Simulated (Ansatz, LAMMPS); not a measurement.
# Glassy 57SiO2-27Al2O3-16BaO (mol %) (149 atoms): where an added charge goes: runs compared

Does an extra electron or hole in glassy 57SiO2-27Al2O3-16BaO (mol %) (149 atoms) stay spread out, or do the atoms trap it?

Computed with Ansatz 0.2.0: Kohn-Sham DFT, PBE, PAW (set soft_1), plane waves.

## 1. The cell as built

The cell holds 149 atoms: 25 Si, 24 Al, 7 Ba and 93 O. Its edges and angles: a = 12.514 Å, b = 12.514 Å, c = 12.514 Å, α = 90.0°, β = 90.0°, γ = 90.0°. 149 atoms (25 Si, 24 Al, 7 Ba, 93 O) placed at random at 3.22 g/cm³, melted at 4000 K for 10 ps at fixed volume with the Morse and Coulomb pair potential with partial charges (Pedone, Malavasi, Menziani, Cormack and Segre, J. Phys. Chem. B 110, 11780 (2006)). Quenched from 4000 K to 300 K at 25 K/ps and fixed volume, held 5 ps.

What the set-up can't give: The quench rate of 25 K/ps is many orders above laboratory rates, so the cell is likely richer in defects and strain than a real sample. The network of bonds at the start is that of the classical potential that made the cell, and needn't be the one that DFT or experiment would give. The Brillouin zone is sampled at Γ only, in a cell whose shortest periodic width is 13 Å. No spin–orbit coupling is included, so levels derived from the heavy atoms are approximate.

## 2. The reference run

The reference is a single point at the end of the relaxation.

The charged cells start from the geometry of this run, on a uniform background, with spin and a narrow Fermi–Dirac smearing.

Its input, with most atom lines left out:

```yaml
crystal:
  lattice:
    - [12.514, 0.0, 0.0]
    - [0.0, 12.514, 0.0]
    - [0.0, 0.0, 12.514]
  atoms:
    - { symbol: Si, position: [0.63594, 0.24298, 0.01144] }
    - { symbol: Si, position: [0.48531, 0.49516, 0.38922] }
    - { symbol: Si, position: [0.55651, 0.72926, 0.66912] }
    - { symbol: Si, position: [0.19248, 0.25055, 0.426] }
    - { symbol: Si, position: [0.60533, 0.39238, 0.81355] }
    - { symbol: Si, position: [0.88158, 0.71975, 0.89295] }
    - { symbol: Si, position: [0.62579, 0.3695, 0.5533] }
    [... atom lines 8 to 149 left out ...]
kpoints:
  mp_grid: { grid: [1, 1, 1] }
hamiltonian:
  xc: pbe
  pseudopotentials: { kind: paw, azcp: { folder: soft_1 } }
scf:
  occupations: { method: gaussian, width: 0.025 }
output:
  forces: true
  stress: true
  populations: true
  dos:
    method: { smearing: { sigma: 0.08 } }
    de: 0.1
    projected: { site_lists: { Al: [Al], Ba: [Ba], O: [O], Si: [Si] } }
  eigenvalues: true
  write_density: true
  write_potential: true
  volumetric_format: npy
  elf: true
```

```
free energy per atom   : -828.2189 eV/atom
r.m.s. force component : 0.00651 eV/Å
pressure               : 1.588 GPa
```

Filled and empty levels are parted by 3.60 eV (at Γ alone); a semilocal functional tends to put such gaps too low. In a disordered cell it changes from sample to sample, and tail or defect levels can set it.

## 3. The runs

Each row is one run, on 8 threads of INTEL XEON PLATINUM 8581C at 2.30GHz (Emerald Rapids), shared host. The free energy is the program's total, comparable only between runs with the same functional, potentials and atoms; between charge states it hangs on the program's zero of potential.

```tsv
run	atoms	outcome	ionic steps, all passes	free energy (eV)	time	host memory (GiB)
Single point at the start	149	converged	-	-123393.203	11 s	3.1
Relaxation	149	converged	24	-123404.623	2.6 min	3.1
Single point at the relaxed geometry	149	converged	-	-123404.623	19 s	3.2
An extra electron, atoms held	149	converged	-	-123396.133	46 s	5.4
An extra electron, atoms relaxed	149	converged	5	-123396.141	2.4 min	5.4
An extra electron, levels at the relaxed geometry	149	converged	-	-123396.141	56 s	5.4
Neutral at the geometry of the electron	149	converged	-	-123404.615	17 s	3.2
An extra hole, atoms held	149	converged	-	-123409.093	68 s	5.4
An extra hole, atoms relaxed	149	converged	13	-123409.278	5.5 min	5.4
An extra hole, levels at the relaxed geometry	149	converged	-	-123409.278	66 s	5.4
Neutral at the geometry of the hole	149	converged	-	-123404.251	17 s	3.2
```

In some runs the program notes that starting moments were not kept.

A closer look about O106, which holds the most spin of the extra hole after relaxation: 10 atoms, nearest first, numbered in the order of the input, with positions taken from that point.

```tsv
atom	x	y	z	distance (Å)	Löwdin charge (e)	moment (μB)
O106	0.00	0.00	0.00	0.00	-0.73	0.27
Al41	1.54	0.73	-0.30	1.73	1.38	0.00
Al48	-1.06	-1.40	-0.18	1.77	1.31	0.00
O93	-0.38	-2.20	1.39	2.63	-0.80	0.10
O129	-1.64	-0.73	-2.01	2.70	-0.76	0.02
O100	1.21	2.35	-0.83	2.77	-0.78	0.02
O94	2.57	0.63	1.13	2.88	-0.82	0.01
O62	2.52	-0.67	-1.29	2.91	-0.76	0.00
O112	-0.23	-2.83	-0.88	2.97	-0.79	0.00
O92	-2.78	-1.21	0.20	3.04	-0.94	0.00
```

## 4. Energies and spread of the extra charge

Energies are differences within one cell and functional; the shift is the gain plus the neutral cell's energy at the new geometry, that is how much cheaper the vertical process becomes there. The spread is the participation number of the site moments (1/Σw², over the spin inside atomic spheres), with the atom that holds the largest share and the spin that the spheres hold in all.

```tsv
carrier	charged less neutral, atoms held (eV)	gain on relaxing (eV)	neutral cell at that geometry, less the reference (eV)	shift of the vertical energy (eV)	spread, atoms held	spread, relaxed
electron	8.490	0.009	0.008	0.017	-	-
hole	-4.470	0.185	0.372	0.557	17; O106 16 % of 0.78 μB	6; O106 34 % of 0.80 μB
```

## 5. What came out

The extra electron gains 0.0086 eV as the atoms relax: so small a gain shows no trapping at this level. The cell with the electron keeps a moment of only 0.08 μB where one unpaired electron should give 1 μB: the carrier is shared between both spins, which can hide trapping. The extra hole gains 0.18 eV as the atoms relax, and its spin goes from about 17 to 6 atoms: a partial localisation as the atoms move, with the largest share on O106. The O106–O93 distance goes from 2.76 to 2.63 Å. The hole is shared among 2 partly filled levels, as near-degenerate levels under the smearing give, and as self-interaction favours. Adding the two vertical energies gives 4.02 eV, against a gap of 3.60 eV in the neutral cell. The zero of the potential cancels in this sum; the excess isn't taken apart here: charging of a small cell, filling of bands on a coarse mesh and the attraction to the background can all enter.

**Limits.** Single energies of charged cells hang on the program's zero of potential. In the spin-polarised runs the search for a state of lower energy was switched off. No distortion was seeded, so a trapped state behind a barrier can't be found. Local and semilocal functionals favour spread-out charges, so trapping can be missed. The pressure of 1.6 GPa shows the cell to be compressed for this functional. Charged cells carry a uniform background, with no correction for images.

The DFT runs together took 16 min of wall time.

[Logs are printed without paths, hosts, clocks, repeated set-up lines and the standing remarks that a program may print on its own settings, such as how far it seeks lower states.]

[Hosts, paths, dates, database ids (printed as entryN), source tags and the programs' standing remarks are cut or masked in the printed files.]
